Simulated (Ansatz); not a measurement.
# Rb on W(110): change of the work function, part 3 of 4

Aim: the work function of W(110) at several coverages of Rb (shortbridge site), and the dipole that each adsorbate carries.

Ansatz 0.2.0; plane-wave DFT, PBE, Ansatz PAW (the session's first sound run).

So far, work function, upper face (eV): step 2 (the clean slab) 4.84; step 3 (37 atoms, coverage 0.111 ML, cell 3x3) 1.98.

### 4. Adsorbate added, k-mesh 6×6×1, coverage 0.25 ML

System of this step: RbW16 (Rb/W(110)). The cell holds 17 atoms: 16 W and 1 Rb. Its edges and angles: a = 5.473 Å, b = 5.473 Å, c = 28.469 Å, α = 90.0°, β = 90.0°, γ = 70.5°. Vacuum lies along c.

Another coverage, to see how the dipoles act on each other as their distance changes.

input.yaml

```yaml
crystal:
  lattice:
    - [4.468914857, -3.16, 0.0]
    - [4.468914857, 3.16, 0.0]
    - [0.0, 0.0, 28.4693489613]
  atoms:
    - { symbol: W, position: [0.0, 0.0, 0.316129463] }
    - { symbol: W, position: [0.25, 0.25, 0.3946158883] }
    - { symbol: W, position: [0.0, 0.0, 0.4744327913] }
    - { symbol: W, position: [0.25, 0.25, 0.5514338105] }
    - { symbol: W, position: [0.0, 0.5, 0.316129463] }
    - { symbol: W, position: [0.25, 0.75, 0.3946158883] }
    - { symbol: W, position: [0.0, 0.5, 0.4744327913] }
    - { symbol: W, position: [0.25, 0.75, 0.5514338105] }
    - { symbol: W, position: [0.5, 0.0, 0.316129463] }
    - { symbol: W, position: [0.75, 0.25, 0.3946158883] }
    - { symbol: W, position: [0.5, 0.0, 0.4744327913] }
    - { symbol: W, position: [0.75, 0.25, 0.5514338105] }
    - { symbol: W, position: [0.5, 0.5, 0.316129463] }
    - { symbol: W, position: [0.75, 0.75, 0.3946158883] }
    - { symbol: W, position: [0.5, 0.5, 0.4744327913] }
    - { symbol: W, position: [0.75, 0.75, 0.5514338105] }
    - { symbol: Rb, position: [0.0, 0.25, 0.683870537] }
kpoints:
  mp_grid: { grid: [6, 6, 1] }
hamiltonian:
  xc: pbe
scf:
  occupations: { method: fermi_dirac, width: 0.1 }
  convergence: { dr2_threshold: 1.0e-08 }
efield:
  axis: 3
  dipole_correction: true
  ramp_position: 0.97
  ramp_width: 0.06
relax:
  f_tol: 0.02
  max_steps: 60
  constraints: [{ sites: [0, 1, 4, 5, 8, 9, 12, 13] }]
output:
  bader: true
  dos: { projected: true, e_range: [-8, 4] }
  write_potential: true
  write_density: true
  volumetric_format: npy
  elf: true
```

Run with:

```sh
$ ansatz run input.yaml --threads 4 --pin off --max-ram 12288MiB --backend cpu --events-out ev --progress --plain --runs-dir out
```

Numbers of over 12 decimals in the logs are rounded to 6 here.

The program printed:

```text
[...]
Crystal: 17 atoms, lattice volume = 804.075 Å³
Basis set: ecut = 420 eV, 15699 PW (Γ), exchange–correlation on 80×80×384 points (8 copies of the dense FFT grid, shifted against one another)
Bands: 140, of which v1, the nominal top of the filled ones, is band 117 counted from 1 (116 counted from 0)
Symmetry: 2 space group operations
[...]
k-points: 20 of 36
[...]
SCF iter   1: F=—  HF=-169414.903491 eV  |F-HF|=—  |Δ(HF+E_count)|=         —  Δρ=1.09e-2  dr2=3.42e1  ethr=1.77e-3  p=0.676 e·Å  D=1.52e-1 V/Å  ΔV_dip=-4.33 eV  dr2_dipole=2.96e1  V_vac-E_F(+/−)=1.00/5.33 eV  ⟨swp⟩=10.4  Hψ=14797  notcnv=0
[...]
SCF iter  12: F=-169414.050759 eV  HF=-169414.050759 eV  |F-HF|=2.82e-9  |Δ(HF+E_count)|=   1.73e-8  Δρ=2.79e-7  dr2=1.20e-9  ethr=4.29e-12  p=0.444 e·Å  D=9.99e-2 V/Å  ΔV_dip=-2.84 eV  dr2_dipole=5.38e-11  V_vac-E_F(+/−)=2.06/4.90 eV  ⟨swp⟩=12.8  Hψ=21510  notcnv=0
SCF 1 converged in 12 iterations: F = -169414.050759 eV  dr2 = 1.20e-9
[...]
relax step   1: F+E_penalty+E_count = -169414.05075926 eV  Δ(F+E_penalty+E_count) = +0.000e0 eV  max|allowed force component| = 4.957e-1 eV/Å  Δτ_max = 0.0000 Å  (12 SCF iters, accepted)
[...]
SCF iter  10: F=-169414.079128 eV  HF=-169414.079128 eV  |F-HF|=2.04e-10  |Δ(HF+E_count)|=  9.31e-10  Δρ=2.86e-7  dr2=2.23e-9  ethr=4.29e-12  p=0.453 e·Å  D=1.02e-1 V/Å  ΔV_dip=-2.90 eV  dr2_dipole=5.10e-12  V_vac-E_F(+/−)=2.00/4.90 eV  ⟨swp⟩=12.2  Hψ=20538  notcnv=0
SCF 2 converged in 10 iterations: F = -169414.079128 eV  dr2 = 2.23e-9
[...]
relax step   2: F+E_penalty+E_count = -169414.07912763 eV  Δ(F+E_penalty+E_count) = -2.837e-2 eV  max|allowed force component| = 4.785e-1 eV/Å  Δτ_max = 0.0796 Å  (10 SCF iters, accepted)
SCF iter   1: F=—  HF=-169414.181328 eV  |F-HF|=—  |Δ(HF+E_count)|=         —  Δρ=1.74e-3  dr2=1.98e-1  ethr=1.18e-3  p=0.453 e·Å  D=1.02e-1 V/Å  ΔV_dip=-2.90 eV  dr2_dipole=4.47e-3  V_vac-E_F(+/−)=2.01/4.91 eV  ⟨swp⟩=5.2  Hψ=5743  notcnv=0
[...]
SCF iter  11: F=-169414.174870 eV  HF=-169414.174870 eV  |F-HF|=1.98e-9  |Δ(HF+E_count)|=   3.43e-9  Δρ=2.63e-7  dr2=2.70e-9  ethr=4.29e-12  p=0.476 e·Å  D=1.07e-1 V/Å  ΔV_dip=-3.05 eV  dr2_dipole=3.28e-10  V_vac-E_F(+/−)=1.86/4.90 eV  ⟨swp⟩=10.8  Hψ=18275  notcnv=0
SCF 3 converged in 11 iterations: F = -169414.174870 eV  dr2 = 2.70e-9
relax step   3: F+E_penalty+E_count = -169414.17487020 eV  Δ(F+E_penalty+E_count) = -9.574e-2 eV  max|allowed force component| = 3.149e-1 eV/Å  Δτ_max = 0.1954 Å  (11 SCF iters, accepted)
[...]
relax step   4: F+E_penalty+E_count = -169414.21458759 eV  Δ(F+E_penalty+E_count) = -3.972e-2 eV  max|allowed force component| = 5.384e-2 eV/Å  Δτ_max = 0.1940 Å  (10 SCF iters, accepted)
SCF iter   1: F=—  HF=-169414.216694 eV  |F-HF|=—  |Δ(HF+E_count)|=         —  Δρ=6.49e-4  dr2=1.06e-2  ethr=4.21e-5  p=0.501 e·Å  D=1.13e-1 V/Å  ΔV_dip=-3.21 eV  dr2_dipole=1.83e-3  V_vac-E_F(+/−)=1.70/4.91 eV  ⟨swp⟩=3.0  Hψ=5017  notcnv=0
[...]
SCF iter   8: F=-169414.216956 eV  HF=-169414.216956 eV  |F-HF|=1.75e-10  |Δ(HF+E_count)|=   7.86e-9  Δρ=2.85e-7  dr2=2.55e-9  ethr=4.29e-12  p=0.504 e·Å  D=1.13e-1 V/Å  ΔV_dip=-3.23 eV  dr2_dipole=6.69e-10  V_vac-E_F(+/−)=1.67/4.91 eV  ⟨swp⟩=12.3  Hψ=21008  notcnv=0
SCF 5 converged in 8 iterations: F = -169414.216956 eV  dr2 = 2.55e-9
relax step   5: F+E_penalty+E_count = -169414.21695571 eV  Δ(F+E_penalty+E_count) = -2.368e-3 eV  max|allowed force component| = 9.765e-3 eV/Å  Δτ_max = 0.0382 Å  (8 SCF iters, accepted)
[...]
SCF converged after 8 iterations
Free energy (F): -169414.216956 eV
[...]
Internal energy: -169413.795449 eV  (E = F + TS)
E sigma→0 (E₀):  -169414.006202 eV
Entropy (-TS):   -0.421507 eV (-24.795 meV/atom)
Fermi energy:    5.478096 eV
Dipole field:    D = 0.113450 V/Å  (p = 0.504126 e·Å, saw-weighted, corrected)
Work function:   Φ+ = 1.6748 eV   Φ− = 4.9048 eV
[...]
--- Forces (eV/Å), atoms counted from 1 ---
  atom   1  W      0.00101291    -0.00124979     0.36219579
  atom   2  W     -0.00020855     0.00715409    -0.35644889
  atom   3  W      0.00976536    -0.00299631     0.00390663
  atom   4  W     -0.00014550    -0.00400433     0.00848345
  atom   5  W     -0.00101291     0.00124979     0.36219579
  atom   6  W     -0.00324772     0.00929222    -0.37724148
  atom   7  W     -0.00976536     0.00299631     0.00390663
  atom   8  W      0.00111546    -0.00133843    -0.00652851
  atom   9  W     -0.00023448     0.00004322     0.36192065
  atom  10  W      0.00020855    -0.00715409    -0.35644889
  atom  11  W      0.00722912    -0.00061227     0.00815963
  atom  12  W      0.00014550     0.00400433     0.00848345
  atom  13  W      0.00023448    -0.00004322     0.36192065
  atom  14  W      0.00324772    -0.00929222    -0.37724148
  atom  15  W     -0.00722912     0.00061227     0.00815963
  atom  16  W     -0.00111546     0.00133843    -0.00652851
  atom  17  Rb     0.00000000     0.00000000    -0.00892037
  max |Σ_I F_I| component: 2.58e-5 eV/Å
--- Band table (eV; the first three rows and the last of 20) ---
  k-point 0: bands = [... 113 lower, 6.0259, 6.0324, 6.0685, 6.1771, 6.1778, 6.3367, 6.5339, 6.6132, ... 19 higher]
  k-point 1: bands = [... 113 lower, 5.4969, 5.6670, 5.7336, 5.8106, 5.9462, 6.5174, 6.5825, 6.6710, ... 19 higher]
  k-point 2: bands = [... 113 lower, 4.9970, 5.0484, 5.4146, 5.4399, 5.7067, 5.9213, 6.0515, 6.1673, ... 19 higher]
  k-point 19: bands = [... 113 lower, 4.6972, 4.7374, 4.7392, 4.9305, 4.9315, 5.0904, 5.1003, 5.5511, ... 19 higher]
--- Relaxed structure (5 steps of the walk, 5 accepted, 0 SCFs on fresh bases) ---
  F+E_penalty+E_count = -169414.21695571 eV   max|allowed force component| = 9.765e-3 eV/Å
  atoms:
    - { symbol: W, position: [0.0, 0.0, 0.316129463] }
    - { symbol: W, position: [0.25, 0.25, 0.3946158883] }
    - { symbol: W, position: [6.676170125921566e-5, -0.000703011, 0.474225] }
    - { symbol: W, position: [0.251092, 0.249091, 0.551107] }
    - { symbol: W, position: [-5.551115123125783e-17, 0.5, 0.316129463] }
    - { symbol: W, position: [0.250000, 0.75, 0.3946158883] }
    - { symbol: W, position: [-6.676170125918812e-5, 0.500703, 0.474225] }
    - { symbol: W, position: [0.250098, 0.749212, 0.552349] }
    - { symbol: W, position: [0.5, -5.551115123125783e-17, 0.316129463] }
    - { symbol: W, position: [0.75, 0.250000, 0.3946158883] }
    - { symbol: W, position: [0.500010, -0.000786469, 0.474172] }
    - { symbol: W, position: [0.748908, 0.250909, 0.551107] }
    - { symbol: W, position: [0.5, 0.5, 0.316129463] }
    - { symbol: W, position: [0.75, 0.75, 0.3946158883] }
    - { symbol: W, position: [0.499990, 0.500786, 0.474172] }
    - { symbol: W, position: [0.749902, 0.750788, 0.552349] }
    - { symbol: Rb, position: [-2.7755575615628914e-17, 0.25, 0.666056] }
--- Bader charges: 17 sites ---
  site symbol  charge [e]  shift [e]
     0      W     -0.0552     0.0000
     1      W      0.0508     0.0000
     2      W      0.0508     0.0000
     3      W     -0.2042     0.0000
     4      W     -0.0552     0.0000
     5      W      0.0554     0.0000
     6      W      0.0508     0.0000
     7      W     -0.1844     0.0000
     8      W     -0.0557     0.0000
     9      W      0.0508     0.0000
    10      W      0.0514     0.0000
    11      W     -0.2043     0.0000
    12      W     -0.0557     0.0000
    13      W      0.0554     0.0000
    14      W      0.0515     0.0000
    15      W     -0.1844     0.0000
    16     Rb      0.5821     0.0000
  estimated error of the sums over rays = 9.3e-4 e
```

It took 7.6 min on 4 threads of Arm Neoverse V1, shared host; peak memory 3.6 GiB.

The steps of the relaxation:

| step | energy less that of the first step (eV) | largest force component (eV/Å) |
| --- | --- | --- |
| 1 | 0.0000 | 0.4957 |
| 2 | -0.0284 | 0.4785 |
| 3 | -0.1241 | 0.3149 |
| 4 | -0.1638 | 0.0538 |
| 5 | -0.1662 | 0.0098 |

Forces are held to the 2 operations that the run works with; a distortion that breaks them can't arise in this run.

The atoms that moved most (Å):

| atom | dx | dy | dz | length |
| --- | --- | --- | --- | --- |
| Rb17 | 0.000 | 0.000 | -0.507 | 0.507 |
| W16 | 0.003 | 0.003 | 0.026 | 0.026 |
| W8 | -0.003 | -0.003 | 0.026 | 0.026 |
| W4 | 0.001 | -0.006 | -0.009 | 0.011 |
| W12 | -0.001 | 0.006 | -0.009 | 0.011 |
| W15 | 0.003 | 0.003 | -0.007 | 0.009 |
| W11 | -0.003 | -0.003 | -0.007 | 0.009 |
| W7 | 0.003 | 0.002 | -0.006 | 0.007 |

Numbers from this step:

- energy at zero smearing: -169414.0062 eV
- work function, upper face: 1.675 eV
- work function, lower face: 4.905 eV
- dipole along the normal: 0.5041 e·Å
- step between the vacuum levels: -3.230 eV

Running mean over 2.234 Å of the planar mean; the ramp of the sawtooth is left out. The electron's electrostatic potential energy less the Fermi level by z:

| z (Å) | electron's electrostatic potential energy less the Fermi level (eV) |
| --- | --- |
| 4 | 4.90 |
| 5 | 4.89 |
| 6 | 4.76 |
| 7 | 3.28 |
| 8 | -5.76 |
| 9 | -12.2 |
| 10 | -12.6 |
| 11 | -12.7 |
| 12 | -12.5 |
| 13 | -12.6 |
| 14 | -12.8 |
| 15 | -12.7 |
| 16 | -11.5 |
| 17 | -3.04 |
| 18 | -0.275 |
| 19 | -2.27 |
| 20 | -1.16 |
| 21 | 1.10 |
| 22 | 1.49 |
| 23 | 1.62 |
| 24 | 1.66 |
| 25 | 1.67 |

The density of states has structure finer than the step of the table below, so its rows give means over 0.25 eV, whole bins alone (the curve runs from -8 to 1.8 eV). Peaks (eV: height): -4.570: 26.7, -3.130: 43.3, -2.950: 27.8, -2.740: 27.5, -2.590: 26.9, -2.020: 32.7, -1.650: 26.8.

The density of states by energy, zero at the Fermi level; means over each step:

| energy (eV) | density of states (states/eV a cell) |
| --- | --- |
| -7.75 | 0.947 |
| -7.50 | 1.88 |
| -7.25 | 1.98 |
| -7.00 | 2.26 |
| -6.75 | 2.15 |
| -6.50 | 1.69 |
| -6.25 | 4.39 |
| -6.00 | 5.55 |
| -5.75 | 11.2 |
| -5.50 | 8.31 |
| -5.25 | 11.0 |
| -5.00 | 11.5 |
| -4.75 | 14.1 |
| -4.50 | 20.3 |
| -4.25 | 12.5 |
| -4.00 | 12.6 |
| -3.75 | 8.29 |
| -3.50 | 8.66 |
| -3.25 | 21.9 |
| -3.00 | 23.2 |
| -2.75 | 22.3 |
| -2.50 | 20.6 |
| -2.25 | 19.7 |
| -2.00 | 22.7 |
| -1.75 | 21.8 |
| -1.50 | 22.6 |
| -1.25 | 14.5 |
| -1.00 | 14.3 |
| -0.75 | 10.5 |
| -0.50 | 13.3 |
| -0.25 | 10.1 |
| 0.00 | 13.7 |
| 0.25 | 13.5 |
| 0.50 | 14.9 |
| 0.75 | 14.6 |
| 1.00 | 18.4 |
| 1.25 | 20.3 |
| 1.50 | 21.3 |

Projected DOS per atom over height of the atomic layer and energy from the Fermi level. Layers: W4 W4 W4 W4 Rb from below.

Ten even steps from '_' (0.00 states/eV) to '@' (1.70 states/eV), each cell a mean:
```
**####**..
**++++**::
++----++--
++::::++--
==::::++..
++::::++..
##::::**..
@@++++@@..
%%****@@..
##****%%__
##%%%%##__
==%%%%==__
--------__
========__
++####++__
::++++::__
::====::__
..::::..__
__....____
__________
__________
__________
```
Columns: height of the atomic layer (Å) from 9 to 19.0 (not evenly spaced); rows upwards: energy from the Fermi level (eV) from -7.96 to 1.75.

Electrostatic potential energy in the ca plane at fractional y = 0.249, with atoms of W and Rb within 0.2 Å of it. With pseudopotentials it is smooth inside the atoms' cores, unlike the true potential.

Ten even steps from '0' (-63 eV) to '9' (8 eV), each cell a mean:
```
99998888999989998888999971001799999999999999
99986446899999986446899986225899999999999999
99962003799999973002699998778999999999999999
99861002699999962001689999999999999999999999
99963003799999973002699999999999999999999999
99986446899999986446899999999999999999999999
99998888999999998888999999999999999999999999
99999889999989999889999999999999999999999999
99987667999999998667999999999999999999999999
99974124799999984214799999999999999999999999
99862002699999962001689999999999999999999999
99862002699999972002689999889999999999999999
99974224899999985224799997557899999999999999
99987667999999998667999983003799999999999999
99999889999989999889999971000699999999999999
```
Columns run along c (16.0 Å, from fractional 0.33 to 0.89 of the cell; values clipped at the 3rd and 97th percentile), rows up along a (5.5 Å). Atoms in or near the plane, at fractional coordinates: W at (0.39, 0.25), W at (0.55, 0.25), W at (0.39, 0.75), W at (0.55, 0.75), Rb at (0.67, 0.00).

ELF in the ca plane at fractional y = 0.249, with atoms of W and Rb within 0.2 Å of it. It is the smooth field of the valence electrons, not physical close to the nuclei.

Ten even steps from '0' (0.01) to '9' (0.86), each cell a mean:
```
44543333454444543333441289549972000111100000
34424763244334433674221169999851000111100000
44337667344435436667411027998620000111100000
45347237435445447328511002443200001111000000
44337666345435436667311100000000001111000000
34424663244334433664222210000000011110000000
44543333454444543333444321000000111110000000
44544344554444554344555432100001111110000000
34433442344334533453233321000000011110000000
34436775244334435776212100000000001111000000
45347347435445447438511100221000001111000000
45347347335445437438411014776410000111000000
44435775244334435776211049999741000111100000
44433442354334533443331289779962000111100000
44544344554444554345541298228972000111100000
```
Columns run along c (16.0 Å, from fractional 0.33 to 0.89 of the cell), rows up along a (5.5 Å). Atoms in or near the plane, at fractional coordinates: W at (0.39, 0.25), W at (0.55, 0.25), W at (0.39, 0.75), W at (0.55, 0.75), Rb at (0.67, 0.00).

Valence density in the ca plane at fractional y = 0.249, with atoms of W and Rb within 0.2 Å of it. It is the smooth field of the valence electrons, not physical close to the nuclei.

Values in e/Å³, 8 rows by 16 columns, each cell a mean:
```
0.3 0.7 1.0 0.3 0.4 0.4 1.2 0.4 0.2 1.6 1.1 0.0 0.0 0.0 0.0 0.0
0.3 2.6 3.8 0.4 0.3 0.9 4.5 1.4 0.1 0.4 0.2 0.0 0.0 0.0 0.0 0.0
0.3 2.0 3.2 0.4 0.3 0.7 3.9 1.0 0.0 0.0 0.0 0.0 0.0 0.0 0.0 0.0
0.3 0.4 0.6 0.3 0.4 0.3 0.7 0.2 0.0 0.0 0.0 0.0 0.0 0.0 0.0 0.0
0.3 0.7 1.0 0.3 0.4 0.4 1.2 0.3 0.0 0.0 0.0 0.0 0.0 0.0 0.0 0.0
0.3 2.6 3.8 0.4 0.3 0.9 4.5 1.4 0.1 0.0 0.0 0.0 0.0 0.0 0.0 0.0
0.3 2.0 3.2 0.4 0.3 0.7 3.8 1.0 0.1 0.7 0.4 0.0 0.0 0.0 0.0 0.0
0.3 0.4 0.6 0.3 0.4 0.3 0.6 0.3 0.3 1.7 1.3 0.1 0.0 0.0 0.0 0.0
```
Columns run along c (16.0 Å, from fractional 0.33 to 0.89 of the cell), rows up along a (5.5 Å). Atoms in or near the plane, at fractional coordinates: W at (0.39, 0.25), W at (0.55, 0.25), W at (0.39, 0.75), W at (0.55, 0.75), Rb at (0.67, 0.00).

The relaxation took 5 steps and lowered the energy by 0.17 eV; the largest force on the free atoms ends at 0.0098 eV/Å.

By hand: a sheet of dipoles makes a step −p/(ε₀A) in the electron's potential. With e/ε₀ = 180.95 V·Å, p = 0.5041 e·Å and A = 28.24 Å², that is −180.95 × (0.5041) / 28.24 = -3.230 eV, and the two vacuum levels of the run differ by -3.230 eV.

The covered face has 1.67 eV, -3.17 eV against the clean one; the bare back face has moved by +0.01 eV, a measure of how thin the slab is.

### 5. Work function against coverage

This step: plane-wave DFT, PBE, Ansatz PAW; work function against coverage (Ansatz 0.2.0).

The runs are now put side by side.

Numbers from this step:

| Item | Value |
| --- | --- |
| work function of the clean face | 4.845 eV |
| largest change of the work function | -3.170 eV |

Table of work function of the covered face by coverage:

| coverage (adsorbates/nm²) | work function of the covered face (eV) |
| --- | --- |
| 0.00 | 4.84 |
| 1.57 | 1.98 |
| 3.54 | 1.67 |

The dipole per adsorbate comes from the change of the cell's dipole. Coverage, by row:

| coverage (1/nm²) | coverage (ML) | work function (eV) | change (eV) | dipole per adsorbate, positive end outwards (debye) | mean height of the added atoms over the highest substrate atom (Å) |
| --- | --- | --- | --- | --- | --- |
| 1.573 | 0.1111 | 1.976 | -2.869 | 4.82 | 3.264 |
| 3.541 | 0.25 | 1.675 | -3.17 | 2.381 | 3.237 |

### 6. The 0.25 ML cell at another level of theory, cutoff 500 eV, functional r2SCAN

This step: plane-wave DFT, r2SCAN, Ansatz PAW (Ansatz 0.2.0).

The geometry is kept and the functional is r2SCAN; other changes against the main runs: cutoff 420 → 500.

input.yaml

```yaml
crystal:
  lattice:
    - [4.468914857, -3.16, 0.0]
    - [4.468914857, 3.16, 0.0]
    - [0.0, 0.0, 28.4693489613]
  atoms:
    - { symbol: W, position: [0.0, 0.0, 0.316129463] }
    - { symbol: W, position: [0.25, 0.25, 0.3946158883] }
    - { symbol: W, position: [6.67617e-05, -0.0007030113, 0.4742250334] }
    - { symbol: W, position: [0.2510916036, 0.2490914153, 0.5511069829] }
    - { symbol: W, position: [0.0, 0.5, 0.316129463] }
    - { symbol: W, position: [0.25, 0.75, 0.3946158883] }
    - { symbol: W, position: [-6.67617e-05, 0.5007030113, 0.4742250334] }
    - { symbol: W, position: [0.2500984807, 0.7492120227, 0.5523494945] }
    - { symbol: W, position: [0.5, 0.0, 0.316129463] }
    - { symbol: W, position: [0.75, 0.25, 0.3946158883] }
    - { symbol: W, position: [0.5000099211, -0.0007864687, 0.4741723279] }
    - { symbol: W, position: [0.7489083964, 0.2509085847, 0.5511069829] }
    - { symbol: W, position: [0.5, 0.5, 0.316129463] }
    - { symbol: W, position: [0.75, 0.75, 0.3946158883] }
    - { symbol: W, position: [0.4999900789, 0.5007864687, 0.4741723279] }
    - { symbol: W, position: [0.7499015193, 0.7507879773, 0.5523494945] }
    - { symbol: Rb, position: [0.0, 0.25, 0.6660556895] }
kpoints:
  mp_grid: { grid: [6, 6, 1] }
hamiltonian:
  xc: r2scan
scf:
  occupations: { method: fermi_dirac, width: 0.1 }
  convergence: { dr2_threshold: 1.0e-08 }
efield:
  axis: 3
  dipole_correction: true
  ramp_position: 0.97
  ramp_width: 0.06
output:
  write_potential: true
  write_density: true
  volumetric_format: npy
```

The program printed:

```text
[...]
Crystal: 17 atoms, lattice volume = 804.075 Å³
Basis set: ecut = 500 eV, 20309 PW (Γ), exchange–correlation on 160×160×864 points (64 copies of the dense FFT grid, shifted against one another)
Bands: 140, of which v1, the nominal top of the filled ones, is band 117 counted from 1 (116 counted from 0)
Symmetry: 2 space group operations
[...]
k-points: 20 of 36
[...]
SCF iter   1: F=—  HF=-169623.732739 eV  |F-HF|=—  |Δ(HF+E_count)|=         —  Δρ=1.01e-2  dr2=1.72e1  dr2_τ=8.08e-1  ethr=1.77e-3  p=0.684 e·Å  D=1.54e-1 V/Å  ΔV_dip=-4.38 eV  dr2_dipole=9.01e0  V_vac-E_F(+/−)=1.02/5.40 eV  ⟨swp⟩=9.8  Hψ=14465  notcnv=0
[...]
SCF iter  12: F=-169623.568475 eV  HF=-169623.568475 eV  |F-HF|=4.45e-9  |Δ(HF+E_count)|=   1.83e-8  Δρ=3.99e-7  dr2=3.58e-9  dr2_τ=2.49e-10  ethr=4.29e-12  p=0.521 e·Å  D=1.17e-1 V/Å  ΔV_dip=-3.34 eV  dr2_dipole=6.23e-14  V_vac-E_F(+/−)=1.65/4.99 eV  ⟨swp⟩=14.1  Hψ=9901  notcnv=0
SCF 1 converged in 12 iterations: F = -169623.568475 eV  dr2 = 3.58e-9
[...]
SCF converged after 12 iterations
Free energy (F): -169623.568475 eV
[...]
Internal energy: -169623.176927 eV  (E = F + TS)
E sigma→0 (E₀):  -169623.372701 eV
Entropy (-TS):   -0.391548 eV (-23.032 meV/atom)
Fermi energy:    5.427955 eV
Dipole field:    D = 0.117267 V/Å  (p = 0.521086 e·Å, saw-weighted, corrected)
Work function:   Φ+ = 1.6521 eV   Φ− = 4.9908 eV
[...]
--- Band table (eV; the first three rows and the last of 20) ---
  k-point 0: bands = [... 113 lower, 5.9133, 6.0187, 6.0485, 6.0762, 6.0785, 6.3148, 6.5875, 6.6013, ... 19 higher]
  k-point 1: bands = [... 113 lower, 5.4911, 5.5475, 5.5951, 5.6771, 5.9196, 6.5047, 6.6134, 6.7316, ... 19 higher]
  k-point 2: bands = [... 113 lower, 4.9386, 4.9983, 5.3363, 5.4224, 5.6243, 5.9635, 6.0137, 6.2005, ... 19 higher]
  k-point 19: bands = [... 113 lower, 4.5871, 4.6363, 4.6385, 4.8221, 4.8232, 5.0380, 5.0536, 5.5080, ... 19 higher]
```

The job ended after 3.6 min (4 threads; peak memory 5.5 GiB; 14 min of CPU time).

Reading the cycles: dr2 is the Hartree energy of the density residual (eV), the measure of convergence; HF is the Harris–Foulkes estimate of the energy, which meets the free energy F at convergence.

Numbers from this step:

```yaml
energy_at_zero_smearing: -169623.3727 eV
work_function_upper_face: 1.652 eV
work_function_lower_face: 4.991 eV
dipole_along_the_normal: 0.5211 e·Å
step_between_the_vacuum_levels: -3.339 eV
```

The work function comes to 1.65 eV, -0.02 eV from the first level.

(Part 3 of 4 ends here.)

[Logs are printed without paths, hosts, clocks, repeated set-up lines and the standing remarks that a program may print on its own settings, such as how far it seeks lower states.]

[Hosts, paths, dates, database ids (printed as entryN), source tags and the programs' standing remarks are cut or masked in the printed files.]

[Maps of the electrostatic potential energy from Ansatz leave out the sawtooth potential of an applied field or a dipole correction, so their vacuum need not be flat; planar profiles and work functions include it.]

[The density of states shown here was stored with 400 of the rows of the run's finer table, so its peaks can read low, often by over a quarter, or be missed, and its means over a window can be off by a tenth or more.]
